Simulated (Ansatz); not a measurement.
## TiSn (model cell, started as zinc blende): a soft mode frozen in

Aim: this structure of TiSn (model cell, started as zinc blende) is to be tested for unstable modes, and one is followed downhill.

Method: DFT PBEsol, scalar-relativistic, plane waves, PAW, in Ansatz 0.2.0.

The structure was built from a prototype and need not be the compound's stable phase.

## 1. The structure

Symmetry: F-43m, No. 216, cubic system. Conventional cell: a = 6.223 Å, b = 6.223 Å, c = 6.223 Å, α = 90.00°, β = 90.00°, γ = 90.00°. Nearest to Ti lie 4 Sn at 2.69 Å. Sn has 4 Ti at 2.69 Å nearest. Farther neighbours are not listed.

## 2. Response at finite wavevector

The cell comes from relaxations at this level that are not shown. Stability and thermal properties need the whole zone. Linear response on a 4×4×4 q mesh gives force constants as far as a supercell of that size would.

Contents of input.yaml:

```yaml
crystal:
  lattice:
    - [0.0, 3.1114707669, 3.1114707669]
    - [3.1114707669, 0.0, 3.1114707669]
    - [3.1114707669, 3.1114707669, 0.0]
  atoms:
    - { symbol: Ti, position: [0.0, 0.0, 0.0] }
    - { symbol: Sn, position: [0.25, 0.25, 0.25] }
kpoints:
  mp_grid: { grid: [12, 12, 12] }
hamiltonian:
  xc: pbesol
scf:
  occupations: { method: gaussian, width: 0.01 }
output:
  eigenvalues: true
phonons:
  method: dfpt
  qmesh: [4, 4, 4]
  temperatures: { t_max: 1000, t_step: 50 }
  qpath:
    path:
      - [[0.0, 0.0, 0.0], [-0.5, -0.5, 0.0], [-0.375, -0.375, 0.25]]
      - [[-0.375, 0.0, 0.375], [0.0, 0.0, 0.0], [0.0, 0.0, 0.5], [-0.5, -0.25, 0.25], [-0.5, -0.5, 0.0]]
    npoints: 10
```

Run with:

```bash
ansatz run input.yaml --threads 4 --pin off --max-ram 7168MiB --backend cpu --events-out ev --progress --plain --runs-dir out
```

Numbers of over 12 decimals in the logs are rounded to 6 here.

Output:

```text
Warning: phonons: the dynamical matrix that this run interpolates holds no multipole term above the dipole-dipole one, and a site of this crystal is no centre of inversion, so its interpolated transverse optical and acoustic branches and sound speeds can stay off near Gamma, and the density of states and the thermodynamics with them. What a run solves at a wave vector of phonons.qpoints, Gamma apart, where the deck admits one, is free of this, and under fd what a larger phonons.supercell samples
Engine: ansatz 0.2.0, aarch64-unknown-linux-gnu
Pseudopotentials: kind: paw
Pseudopotential: Ti, paw, valence charge 12, recommended cutoff 420 eV (normal), Ti.paw.azcp
Pseudopotential: Sn, paw, valence charge 14, recommended cutoff 420 eV (normal), Sn.paw.azcp
Functional definition: PBEsol
  exchange = pbesol_x
  correlation = pbesol_c
Crystal: 2 atoms, lattice volume = 60.246 Å³
Basis set: ecut = 420 eV, 1243 PW (Γ), exchange–correlation on 60×60×60 points (8 copies of the dense FFT grid, shifted against one another)
Bands: 17, of which v1, the nominal top of the filled ones, is band 13 counted from 1 (12 counted from 0)
Symmetry: 24 space group operations
k-points: 72 of 1728 (time reversal used)
Non-local potential: Ti, projectors of the file, l = 0: 3, l = 1: 2, l = 2: 3, l = 3: 1
Non-local potential: Sn, projectors of the file, l = 0: 2, l = 1: 2, l = 2: 2, l = 3: 2
PAW form: soft (Blöchl's): semilocal exchange-correlation on the pseudo side does not see the compensation charge
PAW frozen core: Ti, regenerated for the run's functional, and the local potential with it (the file was generated under x = pbe(κ = 0.804, μ = 0.219515), c = pbe(β = 0.066725))
PAW frozen core: Sn, regenerated for the run's functional, and the local potential with it (the file was generated under x = pbe(κ = 0.804, μ = 0.219515), c = pbe(β = 0.066725))
PAW one-centre angular grid: Ti, 590 points (default); XC on 64 Gauss nodes
PAW one-centre angular grid: Sn, 590 points (default); XC on 64 Gauss nodes
Initial density: superposition of atomic densities (neutral atoms: chi_scale 0, normalization atom), corrected by the library's trained network
Initial wavefunctions: pseudopotential atomic-orbital guess
Functional: x = pbesol(κ = 0.804, μ = 0.123457), c = pbesol(β = 0.046)
SCF iter   1: F=—  HF=-8422.034136 eV  |F-HF|=—  |Δ(HF+E_count)|=         —  Δρ=1.08e-2  dr2=9.63e-2  ethr=1.77e-3  ⟨swp⟩=6.2  Hψ=6565  notcnv=0
preconditioner: auto → none  [insulator: Δε(μ)=0.247 eV  Ē_g=13.809 eV  σ=0.010 eV  W_gap=1.00  n_scr=14 (ndim 8)  ℏωp=20.3 eV  f_vac=0.002  D(μ)=0.00/eV (n_scr^D=0)  ε∞_Penn≈3.2]
SCF iter   2: F=—  HF=-8422.021039 eV  |F-HF|=—  |Δ(HF+E_count)|=   1.31e-2  Δρ=2.66e-3  dr2=4.68e-3  ethr=3.70e-4  ⟨swp⟩=2.0  Hψ=2088  notcnv=0
SCF iter   3: F=—  HF=-8422.020687 eV  |F-HF|=—  |Δ(HF+E_count)|=   3.51e-4  Δρ=4.86e-4  dr2=5.13e-5  ethr=1.80e-5  ⟨swp⟩=2.0  Hψ=1709  notcnv=0
SCF iter   4: F=—  HF=-8422.020741 eV  |F-HF|=—  |Δ(HF+E_count)|=   5.39e-5  Δρ=5.69e-5  dr2=1.65e-6  ethr=1.97e-7  ⟨swp⟩=2.0  Hψ=1631  notcnv=0
SCF iter   5: F=—  HF=-8422.020743 eV  |F-HF|=—  |Δ(HF+E_count)|=   1.67e-6  Δρ=4.03e-6  dr2=5.98e-9  ethr=6.35e-9  ⟨swp⟩=2.0  Hψ=1436  notcnv=0
SCF iter   6: F=—  HF=-8422.020743 eV  |F-HF|=—  |Δ(HF+E_count)|=   1.14e-9  Δρ=1.61e-6  dr2=1.36e-9  ethr=2.30e-11  ⟨swp⟩=2.2  Hψ=2187  notcnv=0
SCF iter   7: F=—  HF=-8422.020743 eV  |F-HF|=—  |Δ(HF+E_count)|=  5.69e-10  Δρ=4.21e-7  dr2=1.27e-10  ethr=5.22e-12  ⟨swp⟩=2.0  Hψ=1872  notcnv=0
SCF iter   8: F=-8422.020743 eV  HF=-8422.020743 eV  |F-HF|=1.82e-12  |Δ(HF+E_count)|=  1.64e-11  Δρ=4.75e-8  dr2=1.47e-12  ethr=1.00e-12  ⟨swp⟩=4.9  Hψ=5145  notcnv=0
SCF 1 converged in 8 iterations: F = -8422.020743 eV  dr2 = 1.47e-12
  greatest PAW one-centre occupation: 0.999 electrons in one spin orbital (limit 2), on the Ti atom at site 0 (counted from 0), in its partial waves of l = 0
Initial density: read from a saved state, or passed on in memory by an earlier SCF of this step, an earlier step, the calling program or the single point that the run made first
iter 1 solved again at ethr=1.47e-7 eV; its pass at ethr=3.10e-3 eV (dr2=3.83e-5 eV) is discarded
SCF iter   1: F=—  HF=-8422.020745 eV  |F-HF|=—  |Δ(HF+E_count)|=         —  Δρ=4.39e-7  dr2=1.14e-10  ethr=1.47e-7  ⟨swp⟩=3.4  Hψ=9179  notcnv=0
eigensolver tolerance schedule: the retry pair's looser diagonalisation over-reported the residual by 335914.26 of it (diagonalisation noise at an unbounded share of the residual, at the tolerance the schedule requests for it); recorded, not acted on — ethr = c·dr2/N_el stays at c = 1.0e-1
preconditioner: auto → none  [insulator: Δε(μ)=0.197 eV  Ē_g=13.678 eV  σ=0.010 eV  W_gap=1.00  n_scr=14 (ndim 8)  ℏωp=20.3 eV  f_vac=0.002  D(μ)=0.00/eV (n_scr^D=0)  ε∞_Penn≈3.2]
[...]
iter 7 did not close the SCF: its close was put off for the readings that it lacked (scf_convergence_deferred on its scf_iter line)
SCF iter   7: F=-8422.020743 eV  HF=-8422.020743 eV  |F-HF|=0.00e0  |Δ(HF+E_count)|=    0.00e0  Δρ=8.42e-9  dr2=2.82e-14  ethr=1.00e-12  ⟨swp⟩=1.0  Hψ=1224  notcnv=0
SCF iter   8: F=-8422.020743 eV  HF=-8422.020743 eV  |F-HF|=1.82e-12  |Δ(HF+E_count)|=    0.00e0  Δρ=8.84e-10  dr2=3.00e-16  ethr=1.00e-12  ⟨swp⟩=1.0  Hψ=2736  notcnv=0
SCF 2 converged in 8 iterations: F = -8422.020743 eV  dr2 = 3.00e-16
k-points: 280 of 1728 (irreducible under 4 space group operations, time reversal used)
iter 1 solved again at ethr=2.99e-9 eV; its pass at ethr=3.10e-3 eV (dr2=7.77e-7 eV) is discarded
SCF iter   1: F=—  HF=-8422.020743 eV  |F-HF|=—  |Δ(HF+E_count)|=         —  Δρ=6.30e-8  dr2=2.07e-12  ethr=2.99e-9  ⟨swp⟩=3.8  Hψ=36982  notcnv=0  defer=560
eigensolver tolerance schedule: the retry pair's looser diagonalisation over-reported the residual by 374609.50 of it (diagonalisation noise at 0.57 of the residual, at the tolerance the schedule requests for it); recorded, not acted on — ethr = c·dr2/N_el stays at c = 1.0e-1
preconditioner: auto → none  [insulator: Δε(μ)=0.197 eV  Ē_g=13.678 eV  n_scr=14 (ndim 8)  ℏωp=20.3 eV  f_vac=0.002  ε∞_Penn≈3.2]
SCF iter   2: F=-8422.020743 eV  HF=-8422.020743 eV  |F-HF|=9.09e-12  |Δ(HF+E_count)|=   2.11e-8  Δρ=1.11e-7  dr2=1.06e-11  ethr=1.00e-12  ⟨swp⟩=6.9  Hψ=18209  notcnv=0
SCF 3 converged in 2 iterations: F = -8422.020743 eV  dr2 = 1.06e-11
NSCF: frozen V_eff on 1 k-points
[...]
SCF iter   4: F=-8422.018301 eV  HF=-8422.018301 eV  |F-HF|=3.68e-8  |Δ(HF+E_count)|=   1.67e-8  Δρ=6.31e-6  dr2=4.15e-8  ethr=4.54e-10
SCF 1 converged in 4 iterations: F = -8422.018301 eV  dr2 = 4.15e-8
DFPT response loops at Γ: preconditioner auto → none (the input reference at scf.mixing.eps_inf says where Resta's filter doesn't serve); β = 0.50; Broyden in place of MSR1
NSCF: frozen V_eff on 72 k-points
NSCF: frozen V_eff on 163 k-points
DFPT response loops at q = (0, 0, 0) (fractional): preconditioner auto → Resta (q_TF=auto, 2.372 Å⁻¹)  ε∞=17.5 (no band partly filled); β = 1.00, the filter's whole step (`scf.mixing.beta` (0.50) is not read by the response loops at its default; to damp them type it under 1.00, their step now; it binds the ground state too); Broyden in place of MSR1
NSCF: frozen V_eff on 1872 k-points
DFPT response loops at q = (0, 0, 0.25) (fractional): mixed as the last ones told, above
NSCF: frozen V_eff on 952 k-points
DFPT response loops at q = (0, 0, -0.5) (fractional): mixed as the last ones told, above
NSCF: frozen V_eff on 1020 k-points
DFPT response loops at q = (0, 0.25, 0.25) (fractional): mixed as the last ones told, above
NSCF: frozen V_eff on 3456 k-points
DFPT response loops at q = (0, 0.25, -0.5) (fractional): mixed as the last ones told, above
NSCF: frozen V_eff on 1872 k-points
DFPT response loops at q = (0, 0.25, -0.25) (fractional): mixed as the last ones told, above
NSCF: frozen V_eff on 560 k-points
DFPT response loops at q = (0, -0.5, -0.5) (fractional): mixed as the last ones told, above
NSCF: frozen V_eff on 1020 k-points
DFPT response loops at q = (0.25, -0.5, -0.25) (fractional): mixed as the last ones told, above
SCF converged after 8 iterations
Free energy (F): -8422.020743 eV
Harris-Foulkes:  -8422.020743 eV  (|F-HF|=1.82e-12)
Internal energy: -8422.020743 eV  (E = F + TS)
E sigma→0 (E₀):  -8422.020743 eV
Fermi energy:    7.078995 eV
--- Per-component energies (eV) ---
  E_band       = -351.947439
  E_kinetic    = 458.447739
  E_local      = -2319.300522  (includes V_loc(G=0)·N_el)
  E_nonlocal   = -19.079172
  E_hartree    = 1135.423166
  E_xc         = -474.056778
  E_vxc        = -216.011318  (∫ρ·V_xc dr)
  E_paw        = -5088.567694  (= ΣΔE_a)
  E_vpaw       = -526.850583  (= ΣTr[D̂ρ^β])
  E_aug_tail   = 0.000111  (compensation charges beyond the density's cutoff)
  E_ewald      = -2115.311818
  E_core_change = 0.424224  (= ΣΔE_core)
  E_smearing   = -0.000000  (= −TS)
  E_closure    = 0.000000  (closes the sum)
  Σ components = -8422.020743   (vs F -8422.020743, Δ=0.00e0)
--- Band table (eV; the first three rows and the last of 72) ---
  k-point 0: bands = [... 9 lower, -0.8285, 6.2296, 6.2296, 6.2296, 7.8531, 7.8531, 12.0542, 12.7168]
  k-point 1: bands = [... 9 lower, -0.7629, 6.1246, 6.2508, 6.2508, 7.8397, 7.8397, 11.5895, 12.4845]
  k-point 2: bands = [... 9 lower, -0.5728, 5.8391, 6.3051, 6.3051, 7.8141, 7.8141, 10.5466, 12.0347]
  k-point 71: bands = [... 9 lower, 0.9752, 5.3266, 5.5220, 6.7567, 7.2341, 7.8908, 8.1110, 8.5962]
--- Phonons (Γ-DFPT): 2 representative perturbations + reference (Σ response iterations 6) ---
  ASR residual: 4.928e-5 → 0.000e0 eV/Å²; symmetrization residual: 6.796e-6 eV/Å²
  ASR residual per site (eV/Å²): 4.93e-5 4.26e-5
  Γ frequencies (cm⁻¹): 0.00 0.00 0.00 214.87 214.87 214.87
  Unit cell's response to a homogeneous field: 3 representative field directions (Σ response iterations 15)
  ε∞ (high-frequency dielectric tensor):
       37.305788     0.000000    -0.000000
        0.000000    37.305788    -0.000000
       -0.000000    -0.000000    37.305788
  ε⁰ (static dielectric tensor): not given — the deck does not say what the cell's rigid motions are, and on a molecule in a box or a wire the rigid rotations would enter the sum over the modes at Γ. For a crystal or a slab, whose only rigid motions are the translations, set phonons.rigid_motions: translations.
  Born effective charges Z* (e; rows j = field, columns β = displacement):
    site 0:
         4.40494   -0.00000   -0.00000
         0.00000    4.40494    0.00000
         0.00000    0.00000    4.40494
    site 1:
        -4.40494    0.00000    0.00000
        -0.00000   -4.40494   -0.00000
        -0.00000   -0.00000   -4.40494
  Z* charge neutrality: 3.059e-3 e pre-enforcement
  solved inside a basis spanned on the 12×12×12 k-mesh, on 12×12×12 k-points, its susceptibility summed on 16×16×16: ε∞ is read to err by 1.7e-1, Z* by 3.1e-2 e; Z* is corrected for what the basis lacks
  optical modes at Γ without the LO–TO term, one row a degenerate level:
      ω (cm⁻¹)  modes    IR ((D/Å)²/amu)
        214.87      3            39.3690
  optical modes at Γ + LO–TO along q̂ = [1.0000, 0.0000, 0.0000]:
      ω (cm⁻¹)  modes    IR ((D/Å)²/amu)
        214.87      2            26.2460
        242.12      1            13.1230
  optical modes at Γ + LO–TO along q̂ = [0.0000, 1.0000, 0.0000]:
      ω (cm⁻¹)  modes    IR ((D/Å)²/amu)
        214.87      2            26.2460
        242.12      1            13.1230
  optical modes at Γ + LO–TO along q̂ = [0.0000, 0.0000, 1.0000]:
      ω (cm⁻¹)  modes    IR ((D/Å)²/amu)
        214.87      2            26.2460
        242.12      1            13.1230
--- Phonons (arbitrary-q DFPT): 8 irreducible q on the 4×4×4 mesh ---
  q = [0.0000, 0.0000, 0.0000] (star 1, of the zone-centre solve; hermiticity 2.35e-6, symmetrization 6.31e-13): -0.00 -0.00 0.00 214.87 214.87 214.87
  q = [0.0000, 0.0000, 0.2500] (star 8, 2 solved perturbations on 936 of 1728 k-point pairs; hermiticity 1.44e-6, symmetrization 5.53e-13): -25.53 -25.53 61.03 220.40 220.40 235.20
  q = [0.0000, 0.0000, -0.5000] (star 4, 2 solved perturbations on 476 of 1728 k-point pairs; hermiticity 1.71e-6, symmetrization 3.70e-12): -31.38 -31.38 88.97 220.12 225.72 225.72
  q = [0.0000, 0.2500, 0.2500] (star 6, 4 solved perturbations in 1608 linear systems a pass and spin channel, the states on 510 of 1728 k-point pairs; hermiticity 2.89e-6, symmetrization 9.85e-13): -36.34 -36.34 76.42 218.26 218.26 229.24
  q = [0.0000, 0.2500, -0.5000] (star 24, 4 solved perturbations in 5328 linear systems a pass and spin channel, the states on 1728 of 1728 k-point pairs; hermiticity 1.61e-6, symmetrization 1.08e-12): -51.87 -39.73 112.68 209.94 218.18 222.23
  q = [0.0000, 0.2500, -0.2500] (star 12, 4 solved perturbations in 2892 linear systems a pass and spin channel, the states on 936 of 1728 k-point pairs; hermiticity 2.14e-6, symmetrization 1.34e-12): -49.95 -34.14 100.78 214.80 220.52 224.03
  q = [0.0000, -0.5000, -0.5000] (star 3, 4 solved perturbations in 886 linear systems a pass and spin channel, the states on 280 of 1728 k-point pairs; hermiticity 3.82e-6, symmetrization 1.13e-12): -45.59 -45.59 125.55 199.21 217.54 217.54
  q = [0.2500, -0.5000, -0.2500] (star 6, 4 solved perturbations in 1544 linear systems a pass and spin channel, the states on 510 of 1728 k-point pairs; hermiticity 8.13e-7, symmetrization 3.17e-12): -54.06 -50.49 130.02 197.93 211.34 223.08
  sum rule: each row above includes the acoustic sum rule's correction from the zone centre's row sums; it moved no ω² by more than (0.53 cm⁻¹)²
  mesh force constants: q→R imaginary residual 2.88e-18; ASR residual 4.928e-5 → 0.000e0 eV/Å²; symmetrization residual 6.217e-15 eV/Å²
  interpolated dispersion: 63 rows × 6 modes
  density of states and harmonic sums: on the 20×20×20 q-mesh, interpolated from the force constants of a 4×4×4 supercell (with the dipole–dipole term)
  largest difference from the sums on the solved wave vectors: F 4.58e-3 eV, S 5.92e-6 and C_V 1.33e-6 eV/K
  zero-point energy: 0.046848 eV/cell   skipped modes (ω ≤ 0): 513, of them read as no rigid motion or as one in doubt: 510 (2.000e0 modes/cell left out, lowest -58.73 cm⁻¹)   left out of the sums: 3.33e-1 of the cell's modes: C_V's classical limit lies that fraction below 3 k_B per atom; for a crystal, a wire or a layer, F and S can be off by more, and a phonons.interpolated_qmesh denser along its periods is the remedy for the sampling
```

Elapsed: 7.4 min, on 4 threads of Arm Neoverse V1, shared host; peak memory 4 GiB; 29 min of CPU time.

Reading the cycles: dr2 is the Hartree energy of the density residual (eV), the measure of convergence; HF is the Harris–Foulkes estimate of the energy, which meets the free energy F at convergence.

Numbers from this step:

| Quantity | Value |
| --- | --- |
| gap on the k-mesh | 0.1970 eV |
| volume per atom | 30.12 Å³ |
| sum-rule residual before enforcement | 4.93e-5 eV/Å² |
| lowest frequency on the path | -58.95 cm⁻¹ |
| point group | -43m |
| highest frequency on the path or at a solved wavevector | 242.1 cm⁻¹ |
| highest optical mode at the zone centre (no LO-TO term) | 214.9 cm⁻¹ |
| lowest optical zone-centre mode | 214.9 cm⁻¹ |
| lowest mode on the q mesh (acoustic modes at Γ apart) | -54.06 cm⁻¹ |

Frequencies (cm⁻¹) solved at each irreducible wavevector; negative means imaginary. Frequencies by wavevector, by row:

```
q in reciprocal lattice units  star  mode 1  mode 2  mode 3  mode 4  mode 5  mode 6
                        0 0 0     1       0       0       0   214.9   214.9   214.9
                     0 0 0.25     8   -25.5   -25.5      61   220.4   220.4   235.2
                     0 0 -0.5     4   -31.4   -31.4      89   220.1   225.7   225.7
                  0 0.25 0.25     6   -36.3   -36.3    76.4   218.3   218.3   229.2
                  0 0.25 -0.5    24   -51.9   -39.7   112.7   209.9   218.2   222.2
                 0 0.25 -0.25    12     -50   -34.1   100.8   214.8   220.5     224
                  0 -0.5 -0.5     3   -45.6   -45.6   125.5   199.2   217.5   217.5
              0.25 -0.5 -0.25     6   -54.1   -50.5     130   197.9   211.3   223.1
```

Interpolated from a 4×4×4 q mesh, with the LO-TO term (at Γ the limit along the path; where Γ stands inside the path, tables give the limit on arrival). Phonon branches along the path, in cm⁻¹:

```
    point  branch 1  branch 2  branch 3  branch 4  branch 5  branch 6
        Γ         0         0         0       215       215       242
  halfway       -36       -36        76       218       218       229
        X       -46       -46       126       199       218       218
  halfway       -50       -45       126       199       217       219
        U       -57       -44       126       201       215       222
jump to K       -57       -44       126       201       215       222
  halfway       -36       -30        77       218       222       230
        Γ         0         0         0       215       215       242
  halfway       -26       -26        61       220       220       235
        L       -31       -31        89       220       226       226
  halfway       -54       -38       112       211       217       225
        W       -54       -50       130       198       211       223
  halfway       -50       -48       128       198       215       221
        X       -46       -46       126       199       218       218
```

The phonon branches as a text plot (rows in cm⁻¹):

```
    236 |******                 **************
    223 |   ************************      ***********************
    211 |***     ***   *********    ******          ***********
    198 |           *******                             *********
    186 |
    173 |
    161 |
    148 |
    135 |                                                 **
    123 |           ********                           ***  *****
    110 |         **        ***                      **
     98 |        *             *                   **
     85 |       *                              ****
     73 |      *                *            **
     60 |    **                  *          *
     48 |   *                     **       *
     35 |  *                        *     *
     23 |                                *
     10 | *                          *  *
     -3 |*                           ****
    -15 | **                      ***    **
    -28 |   ***                *****       *********
    -40 |      ******************                  ******      **
    -53 |              ********                      ***********
         Γ           X  U|K            Γ         L        W     X
```

Symmetry leaves 8 wavevectors to solve. The lowest mode among them, the acoustic zeros apart, lies at q = (0.25, -0.5, -0.25) and is imaginary, 54.1i cm⁻¹, so the energy falls along it. Between them the interpolated path dips to 59i cm⁻¹.

(Continued in part 2 of 3.)

[Logs are printed without paths, hosts, clocks, repeated set-up lines and the standing remarks that a program may print on its own settings, such as how far it seeks lower states.]

[Hosts, paths, dates, database ids (printed as entryN), source tags and the programs' standing remarks are cut or masked in the printed files.]
